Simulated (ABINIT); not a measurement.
Planning a run of ABINIT 10.8.3 on Rb2AlTlH6 (Fm-3m). The input:

```
acell 3*1.0 Angstrom
rprim 
  0.000000000000 4.343365000000 4.343365000000
  4.343365000000 -0.000000000000 4.343365000000
  4.343365000000 4.343365000000 -0.000000000000
ntypat 4
znucl 37 13 81 1
natom 10
typat 1 1 2 3 4 4 4 4 4 4
xred 
  0.250000000000 0.250000000000 0.250000000000
  0.750000000000 0.750000000000 0.750000000000
  0.500000000000 0.500000000000 0.500000000000
  0.000000000000 0.000000000000 -0.000000000000
  0.294156000000 0.705844000000 0.705844000000
  0.294156000000 0.705844000000 0.294156000000
  0.705844000000 0.294156000000 0.705844000000
  0.705844000000 0.705844000000 0.294156000000
  0.294156000000 0.294156000000 0.705844000000
  0.705844000000 0.294156000000 0.294156000000
pp_dirpath "pseudos"
pseudos "Rb.upf, Al.upf, Tl.upf, H.upf"
ecut 31
ngkpt 2 2 2
nshiftk 1
shiftk 0 0 0
kptopt 1
chksymbreak 0
istwfk *1
occopt 1
irdwfk 1
optdriver 3
nband 509
ecuteps 5.3
inclvkb 2
awtr 1
symchi 1
gwcalctyp 1
nfreqre 0
nfreqim 8
gwrpacorr 1
indata_prefix "in"
outdata_prefix "out"
tmpdata_prefix "tmp"
```

```sh
OMP_NUM_THREADS=1 mpirun -n 4 abinit run.abi > log
```

How long will it take on 4 MPI ranks of Arm Neoverse N1, shared host, and how much memory?

It took 7.7 min; on shared hardware allow 3.9 min to 15 min. Peak host memory was 3.6 GiB.

[Paths, hosts, dates, memory and timing lines, banners, echoed tables and standing remarks are left out of the program output.]

[Logs are printed without paths, hosts, clocks, repeated set-up lines and the standing remarks that a program may print on its own settings, such as how far it seeks lower states.]

[Runs of the session that timed out or met a known fault of the program may be left out.]

[Hosts, paths, dates, database ids (printed as entryN), source tags and the programs' standing remarks are cut or masked in the printed files.]

[G0W0 gaps are taken among the corrected bands and points alone; a level outside them can change the order at an edge.]

[Where Ansatz stands beside ABINIT at settings called matched, ABINIT's density can come from a denser mesh and the files from another edition; pairs whose starting gaps differed by over 0.03 eV were left out, so agreement reads better than it is.]
